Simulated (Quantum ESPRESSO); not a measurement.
# Zr (Zirconium): from the cell to the phonon bands, part 3 of 3

How does Zr (Zirconium) vibrate, and is this structure a minimum?

Quantum ESPRESSO 7.5; DFT PBEsol, scalar-relativistic, plane waves, PseudoDojo norm-conserving pseudopotentials.

So far, highest frequency (cm⁻¹): step 9 (interpolated phonon bands) 208. The relaxed cell has a = 3.187, c = 5.112 Å (conventional setting).

### Step 11. Zone-centre analysis

A rigid shift of the crystal must cost nothing, but grids and finite bases break this; the acoustic sum rule is imposed before the matrix is diagonalised again.

Contents of dynmat.in:

```
&input
   fildyn = 'x.dyn1'
   asr = 'crystal'
   fileig = 'dynmat.eig'
/
```

Started as:

```sh
dynmat.x -in dynmat.in > dynmat.out
```

Output:

```text
[banner, memory and clock lines left out]
Program DYNMAT v.7.5

     Reading Dynamical Matrix from file x.dyn1
     ...Force constants read
     ...epsilon and Z* not read (not found on file)
     Acoustic Sum Rule: || Z*(ASR) - Z*(orig)|| =    0.000000E+00
     Acoustic Sum Rule: ||dyn(ASR) - dyn(orig)||=    4.903560E-06
     A direction for q was not specified:TO-LO splitting will be absent

     Polarizability (A^3 units)
     multiply by 1.000000 for Clausius-Mossotti correction
         0.000000    0.000000    0.000000
         0.000000    0.000000    0.000000
         0.000000    0.000000    0.000000

     IR activities are in (D/A)^2/amu units

# mode   [cm-1]    [THz]      IR
    1     -0.00   -0.0000    0.0000
    2     -0.00   -0.0000    0.0000
    3      0.00    0.0000    0.0000
    4     71.73    2.1503    0.0000
    5     71.73    2.1503    0.0000
    6    162.62    4.8751    0.0000
```

It took 0.46 s on 1 thread of Arm Neoverse V1, shared host.

Unit eigenvectors of the mass-weighted matrix after the sum rule; no LO-TO term. Modes at Γ:

```tsv
mode	frequency (cm⁻¹)	symmetry
1	0.0	acoustic
2	0.0	acoustic
3	0.0	acoustic
4	71.7	E2g
5	71.7	E2g
6	162.6	B1g
```

Displacements in mode 5 (71.7 cm⁻¹), the largest set to 1:
```
Zr1  1.00  0.63  0.00
Zr2 -1.00 -0.63  0.00
```

Displacements in mode 6 (162.6 cm⁻¹), the largest set to 1:
```
Zr1  0.00  0.00  1.00
Zr2  0.00  0.00 -1.00
```

The rule moves no optical mode by more than 0.1 cm⁻¹.

### Step 12. A frozen mode

The atoms are moved along one mode, by 0.015 Å at most in any Cartesian component, and the restoring forces give its frequency without the response code: a check of the response kernel of this functional.

Contents of frozen.in:

```
&control
   calculation = 'scf'
   prefix = 'x'
   outdir = './tmp'
   pseudo_dir = './pseudo'
   tprnfor = .true.
/
&system
   ibrav = 0
   nat = 2
   ntyp = 1
   ecutwfc = 66.0
   occupations = 'smearing'
   smearing = 'mv'
   degauss = 0.02
/
&electrons
   conv_thr = 1.0d-11
   mixing_beta = 0.7
   electron_maxstep = 100
/
ATOMIC_SPECIES
 Zr     91.2240  Zr.upf
CELL_PARAMETERS angstrom
     3.186610359    0.000000000    0.000000000
    -1.593305180    2.759685523    0.000000000
     0.000000000    0.000000000    5.111699714
ATOMIC_POSITIONS crystal
 Zr     0.333333333   0.666666667   0.252934445
 Zr     0.666666667   0.333333333   0.747065555
K_POINTS automatic
 15 15 8 0 0 0
```

Started as:

```sh
OMP_NUM_THREADS=1 mpirun -n 4 pw.x -nk 4 -in frozen.in > frozen.out
```

Output:

```text
[banner, memory and clock lines left out]
Program PWSCF v.7.5

     Message from routine setup:
     using ibrav=0 with symmetry is DISCOURAGED, use correct ibrav instead

     G-vector sticks info

     bravais-lattice index     =            0
     lattice parameter (alat)  =       6.0218  a.u.
     unit-cell volume          =     303.3545 (a.u.)^3
     number of atoms/cell      =            2
     number of atomic types    =            1
     number of electrons       =        24.00
     number of Kohn-Sham states=           16
     kinetic-energy cutoff     =      66.0000  Ry
     charge density cutoff     =     264.0000  Ry
     scf convergence threshold =      1.0E-11
     mixing beta               =       0.7000
     number of iterations used =            8  plain     mixing
     Exchange-correlation= PBESOL
                           (   1   4  10   8   0   0   0)

     celldm(1)=   6.021821  celldm(2)=   0.000000  celldm(3)=   0.000000
     celldm(4)=   0.000000  celldm(5)=   0.000000  celldm(6)=   0.000000

     crystal axes: (cart. coord. in units of alat)
               a(1) = (   1.000000   0.000000   0.000000 )
               a(2) = (  -0.500000   0.866025   0.000000 )
               a(3) = (   0.000000   0.000000   1.604118 )

     reciprocal axes: (cart. coord. in units 2 pi/alat)
               b(1) = (  1.000000  0.577350 -0.000000 )
               b(2) = (  0.000000  1.154701  0.000000 )
               b(3) = (  0.000000 -0.000000  0.623395 )

     PseudoPot. # 1 for Zr read from file:
     ./pseudo/Zr.upf
     Pseudo is Norm-conserving + core correction, Zval = 12.0
     Using radial grid of 1604 points,  6 beta functions with:
                l(1) =   0
                l(2) =   0
                l(3) =   1
                l(4) =   1
                l(5) =   2
                l(6) =   2

     atomic species   valence    mass     pseudopotential
     Zr               12.00    91.22400     Zr( 1.00)

     12 Sym. Ops., with inversion, found

   Cartesian axes

     site n.     atom                  positions (alat units)
         1        Zr     tau(   1) = (  -0.0000000   0.5773503   0.4057367  )
         2        Zr     tau(   2) = (   0.5000000   0.2886751   1.1983815  )

     number of k points=   192  Marzari-Vanderbilt smearing, width (Ry)=  0.0200

     Number of k-points >= 100: set verbosity='high' to print them.

     Dense  grid:    21973 G-vectors     FFT dimensions: (  32,  32,  50)

     Initial potential from superposition of free atoms

     starting charge      23.9957, renormalised to      24.0000
     Starting wfcs are   20 randomized atomic wfcs

     per-process dynamical memory:    48.8 Mb

     Self-consistent Calculation

     iteration #  1     ecut=    66.00 Ry     beta= 0.70
     Davidson diagonalization with overlap
     ethr =  1.00E-02,  avg # of iterations =  2.6

     Threshold (ethr) on eigenvalues was too large:
     Diagonalizing with lowered threshold

     Davidson diagonalization with overlap
     ethr =  1.02E-04,  avg # of iterations =  4.2

     total energy              =    -202.37993517 Ry
     estimated scf accuracy    <       0.03642351 Ry

     iteration #  2     ecut=    66.00 Ry     beta= 0.70
     Davidson diagonalization with overlap
     ethr =  1.52E-04,  avg # of iterations =  2.0

     total energy              =    -202.38623365 Ry
     estimated scf accuracy    <       0.00309221 Ry

     iteration #  3     ecut=    66.00 Ry     beta= 0.70
     Davidson diagonalization with overlap
     ethr =  1.29E-05,  avg # of iterations =  2.4

     total energy              =    -202.38671966 Ry
     estimated scf accuracy    <       0.00320949 Ry

     iteration #  4     ecut=    66.00 Ry     beta= 0.70
     Davidson diagonalization with overlap
     ethr =  1.29E-05,  avg # of iterations =  2.0

     total energy              =    -202.38736171 Ry
     estimated scf accuracy    <       0.00004433 Ry

     iteration #  5     ecut=    66.00 Ry     beta= 0.70
     Davidson diagonalization with overlap
     ethr =  1.85E-07,  avg # of iterations =  3.6

     total energy              =    -202.38737103 Ry
     estimated scf accuracy    <       0.00000503 Ry

     iteration #  6     ecut=    66.00 Ry     beta= 0.70
     Davidson diagonalization with overlap
     ethr =  2.09E-08,  avg # of iterations =  3.1

     total energy              =    -202.38737209 Ry
     estimated scf accuracy    <       0.00000010 Ry

     iteration #  7     ecut=    66.00 Ry     beta= 0.70
     Davidson diagonalization with overlap
     ethr =  4.19E-10,  avg # of iterations =  5.2

     total energy              =    -202.38737217 Ry
     estimated scf accuracy    <       0.00000002 Ry

     iteration #  8     ecut=    66.00 Ry     beta= 0.70
     Davidson diagonalization with overlap
     ethr =  1.02E-10,  avg # of iterations =  2.2

     total energy              =    -202.38737218 Ry
     estimated scf accuracy    <          1.6E-09 Ry

     iteration #  9     ecut=    66.00 Ry     beta= 0.70
     Davidson diagonalization with overlap
     ethr =  6.76E-12,  avg # of iterations =  3.5

     total energy              =    -202.38737218 Ry
     estimated scf accuracy    <          3.5E-11 Ry

     iteration # 10     ecut=    66.00 Ry     beta= 0.70
     Davidson diagonalization with overlap
     ethr =  1.45E-13,  avg # of iterations =  4.9

     End of self-consistent calculation

     Number of k-points >= 100: set verbosity='high' to print the bands.

     the Fermi energy is    14.5490 ev

!    total energy              =    -202.38737218 Ry
     estimated scf accuracy    <          1.1E-12 Ry
     smearing contrib. (-TS)   =      -0.00006840 Ry
     internal energy E=F+TS    =    -202.38730378 Ry

     The total energy is F=E-TS. E is the sum of the following terms:
     one-electron contribution =     -33.25009926 Ry
     hartree contribution      =      26.65286097 Ry
     xc contribution           =     -39.84530210 Ry
     ewald contribution        =    -155.94476340 Ry

     convergence has been achieved in  10 iterations

     Forces acting on atoms (cartesian axes, Ry/au):

     atom    1 type  1   force =     0.00000000    0.00000000   -0.00524196
     atom    2 type  1   force =    -0.00000000   -0.00000000    0.00524196

     Total force =     0.007413     Total SCF correction =     0.000006

     XML data file, charge density, pseudopotentials, collected wavefunctions
```

It took 30 s on 4 MPI ranks.

Numbers from this step:

```yaml
frequency_from_the_forces: 163.7 cm⁻¹
frequency_from_linear_response: 162.6 cm⁻¹
```

The forces give 163.7 cm⁻¹ against 162.6 cm⁻¹ from linear response after the sum rule.

### Step 13. A frozen mode

The atoms are moved along one mode, by 0.015 Å at most in any Cartesian component, and the restoring forces give its frequency without the response code: a check of the response kernel of this functional.

Edit frozen.in of step 12 so:

```diff
@@ -28,4 +28,4 @@
 ATOMIC_POSITIONS crystal
- Zr     0.333333333   0.666666667   0.252934445
- Zr     0.666666667   0.333333333   0.747065555
+ Zr     0.333108644   0.672102069   0.250000000
+ Zr     0.666891356   0.327897931   0.750000000
 K_POINTS automatic
```

Output:

```text
[banner, memory and clock lines left out]
Program PWSCF v.7.5

     Message from routine setup:
     using ibrav=0 with symmetry is DISCOURAGED, use correct ibrav instead

     G-vector sticks info

     bravais-lattice index     =            0
     lattice parameter (alat)  =       6.0218  a.u.
     unit-cell volume          =     303.3545 (a.u.)^3
     number of atoms/cell      =            2
     number of atomic types    =            1
     number of electrons       =        24.00
     number of Kohn-Sham states=           16
     kinetic-energy cutoff     =      66.0000  Ry
     charge density cutoff     =     264.0000  Ry
     scf convergence threshold =      1.0E-11
     mixing beta               =       0.7000
     number of iterations used =            8  plain     mixing
     Exchange-correlation= PBESOL
                           (   1   4  10   8   0   0   0)

     celldm(1)=   6.021821  celldm(2)=   0.000000  celldm(3)=   0.000000
     celldm(4)=   0.000000  celldm(5)=   0.000000  celldm(6)=   0.000000

     crystal axes: (cart. coord. in units of alat)
               a(1) = (   1.000000   0.000000   0.000000 )
               a(2) = (  -0.500000   0.866025   0.000000 )
               a(3) = (   0.000000   0.000000   1.604118 )

     reciprocal axes: (cart. coord. in units 2 pi/alat)
               b(1) = (  1.000000  0.577350 -0.000000 )
               b(2) = (  0.000000  1.154701  0.000000 )
               b(3) = (  0.000000 -0.000000  0.623395 )

     PseudoPot. # 1 for Zr read from file:
     ./pseudo/Zr.upf
     Pseudo is Norm-conserving + core correction, Zval = 12.0
     Using radial grid of 1604 points,  6 beta functions with:
                l(1) =   0
                l(2) =   0
                l(3) =   1
                l(4) =   1
                l(5) =   2
                l(6) =   2

     atomic species   valence    mass     pseudopotential
     Zr               12.00    91.22400     Zr( 1.00)

      4 Sym. Ops., with inversion, found ( 2 have fractional translation)

   Cartesian axes

     site n.     atom                  positions (alat units)
         1        Zr     tau(   1) = (  -0.0029424   0.5820575   0.4010296  )
         2        Zr     tau(   2) = (   0.5029424   0.2839679   1.2030887  )

     number of k points=   565  Marzari-Vanderbilt smearing, width (Ry)=  0.0200

     Number of k-points >= 100: set verbosity='high' to print them.

     Dense  grid:    21973 G-vectors     FFT dimensions: (  32,  32,  50)

     Initial potential from superposition of free atoms

     starting charge      23.9957, renormalised to      24.0000
     Starting wfcs are   20 randomized atomic wfcs

     per-process dynamical memory:   115.3 Mb

     Self-consistent Calculation

     iteration #  1     ecut=    66.00 Ry     beta= 0.70
     Davidson diagonalization with overlap
     ethr =  1.00E-02,  avg # of iterations =  2.6

     Threshold (ethr) on eigenvalues was too large:
     Diagonalizing with lowered threshold

     Davidson diagonalization with overlap
     ethr =  9.97E-05,  avg # of iterations =  4.2

     total energy              =    -202.38042127 Ry
     estimated scf accuracy    <       0.03570180 Ry

     iteration #  2     ecut=    66.00 Ry     beta= 0.70
     Davidson diagonalization with overlap
     ethr =  1.49E-04,  avg # of iterations =  2.0

     total energy              =    -202.38728669 Ry
     estimated scf accuracy    <       0.00118371 Ry

     iteration #  3     ecut=    66.00 Ry     beta= 0.70
     Davidson diagonalization with overlap
     ethr =  4.93E-06,  avg # of iterations =  2.8

     total energy              =    -202.38747063 Ry
     estimated scf accuracy    <       0.00003840 Ry

     iteration #  4     ecut=    66.00 Ry     beta= 0.70
     Davidson diagonalization with overlap
     ethr =  1.60E-07,  avg # of iterations =  4.5

     total energy              =    -202.38747969 Ry
     estimated scf accuracy    <       0.00000142 Ry

     iteration #  5     ecut=    66.00 Ry     beta= 0.70
     Davidson diagonalization with overlap
     ethr =  5.92E-09,  avg # of iterations =  3.7

     total energy              =    -202.38748019 Ry
     estimated scf accuracy    <       0.00000007 Ry

     iteration #  6     ecut=    66.00 Ry     beta= 0.70
     Davidson diagonalization with overlap
     ethr =  2.92E-10,  avg # of iterations =  3.7

     total energy              =    -202.38748021 Ry
     estimated scf accuracy    <          1.4E-09 Ry

     iteration #  7     ecut=    66.00 Ry     beta= 0.70
     Davidson diagonalization with overlap
     ethr =  6.01E-12,  avg # of iterations =  4.8

     total energy              =    -202.38748021 Ry
     estimated scf accuracy    <          3.9E-10 Ry

     iteration #  8     ecut=    66.00 Ry     beta= 0.70
     Davidson diagonalization with overlap
     ethr =  1.64E-12,  avg # of iterations =  2.3

     End of self-consistent calculation

     Number of k-points >= 100: set verbosity='high' to print the bands.

     the Fermi energy is    14.5468 ev

!    total energy              =    -202.38748021 Ry
     estimated scf accuracy    <          4.5E-13 Ry
     smearing contrib. (-TS)   =      -0.00007304 Ry
     internal energy E=F+TS    =    -202.38740718 Ry

     The total energy is F=E-TS. E is the sum of the following terms:
     one-electron contribution =     -33.21927047 Ry
     hartree contribution      =      26.63752631 Ry
     xc contribution           =     -39.84495166 Ry
     ewald contribution        =    -155.96071135 Ry

     convergence has been achieved in   8 iterations

     Forces acting on atoms (cartesian axes, Ry/au):

     atom    1 type  1   force =     0.00061692   -0.00101010    0.00000000
     atom    2 type  1   force =    -0.00061692    0.00101010    0.00000000

     Total force =     0.001674     Total SCF correction =     0.000001

     XML data file, charge density, pseudopotentials, collected wavefunctions
```

The job ended after 74 s (4 MPI ranks; 4.9 min of CPU time).

Read from the output:

```
frequency from the forces      : 71.6 cm⁻¹
frequency from linear response : 71.7 cm⁻¹
```

The forces give 71.6 cm⁻¹ against 71.7 cm⁻¹ from linear response after the sum rule.

### Step 14. Summary of results

```yaml
space_group_after_relaxation: P6_3/mmc
volume_per_atom: 22.5 Å³
highest_optical_zone_centre_mode_no_lo_to_term: 162.6 cm⁻¹
lowest_optical_zone_centre_mode: 71.7 cm⁻¹
q_mesh: 3×3×2
lowest_mode_on_the_q_mesh_acoustic_ones_at_the_zone_centre_apart: 48.7 cm⁻¹
zero_point_energy_per_atom: 23.8 meV
heat_capacity_at_300_k: 24.1 J/(mol atoms K)
vibrational_entropy_at_300_k: 39.2 J/(mol atoms K)
imaginary_modes_on_the_q_mesh: none
```

**Reading.** Zr (Zirconium) is dynamically stable on the 3×3×2 mesh; its spectrum reaches 208 cm⁻¹. At the PBEsol level the optical modes of Zr (Zirconium) at the zone centre run from 72 to 163 cm⁻¹. Along axes with an odd number of divisions the mesh misses the zone-boundary points at one half, where instabilities often lie; those are only interpolated. These are harmonic frequencies at zero temperature: anharmonic shifts and linewidths and thermal expansion are left out. In a metal the frequencies hang on the k mesh and the smearing, most of all near Kohn anomalies. The λ that matdyn.x prints is not taken as a result: on such q meshes it can be far off, most of all in cells of several atoms.

[Host names and launcher messages were left out of these logs when they were recorded.]

[Logs are printed without paths, hosts, clocks, repeated set-up lines and the standing remarks that a program may print on its own settings, such as how far it seeks lower states.]

[Hosts, paths, dates, database ids (printed as entryN), source tags and the programs' standing remarks are cut or masked in the printed files.]
